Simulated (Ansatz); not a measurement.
# Gap against strain: armchair GaN nanoribbon (N = 7, H edges)

How it was computed: Ansatz 0.2.0, plane waves with PAW datasets, PBE, Fermi-Dirac smearing of 0.05 eV, no spin-orbit coupling. The period is scaled from its relaxed value of 5.571 Å and the atoms relax, within the symmetry of the start, at each strain ε (in %); gaps, in eV, are read on a band path.

| period (Å) | energy (eV a cell) | place of the conduction minimum (Γ = 0, Z = 1) | ε | gap |
| --- | --- | --- | --- | --- |
| 5.348 | +0.278 | 0.00 | −4 | 2.732 |
| 5.460 | +0.070 | 0.00 | −2 | 2.7 |
| 5.571 | 0.000 | 0.00 | 0 | 2.623 |
| 5.682 | +0.070 | 0.00 | 2 | 2.52 |
| 5.794 | +0.277 | 0.00 | 4 | 2.39 |

One run is withheld: period (Å) = 5.905, with ε = 6. Fit a straight line gap = a + b × ε to the 5 rows shown and predict it.

**Fit.** The means are 0 for ε and 2.593 for gap. The sum of products of deviations is −1.729 and the sum of squares in ε is 40, so b = −1.729 / 40 = −0.04322 and a = 2.593 − (−0.04322) × 0 = 2.593. The residuals' standard deviation, with 3 degrees of freedom, is σ = 0.034.

**Prediction.** gap = 2.593 + (−0.04322) × 6 = 2.334. The run gave 2.232, so the prediction less the run is +0.1. The standard error of a prediction there, σ√(1 + 1/5 + (6 − 0)²/40), is 0.05, and the miss is 2 times that, for a point outside the fitted range. With so few rows σ is itself uncertain.

The gap narrows at every step from compression to tension.

**Limits.** Kohn-Sham gaps of a wire among periodic images, which in a check on one flat ribbon (7 Å apart) lowered the gap by 0.2 eV and flattened the slope; the slope b × 100 is a mean deformation potential of the gap, in eV per unit strain. Between neighbouring runs it lies between −7.9 and −1.6 eV, so a bend, a kink or scatter between runs makes one line a rough account. The unstrained row comes from a denser mesh than the others, which shifts its energy a little. Series of this kind are told only where this holds: a gap at every strain (compound wires with polar facets were set aside first). 88 of 101 did.
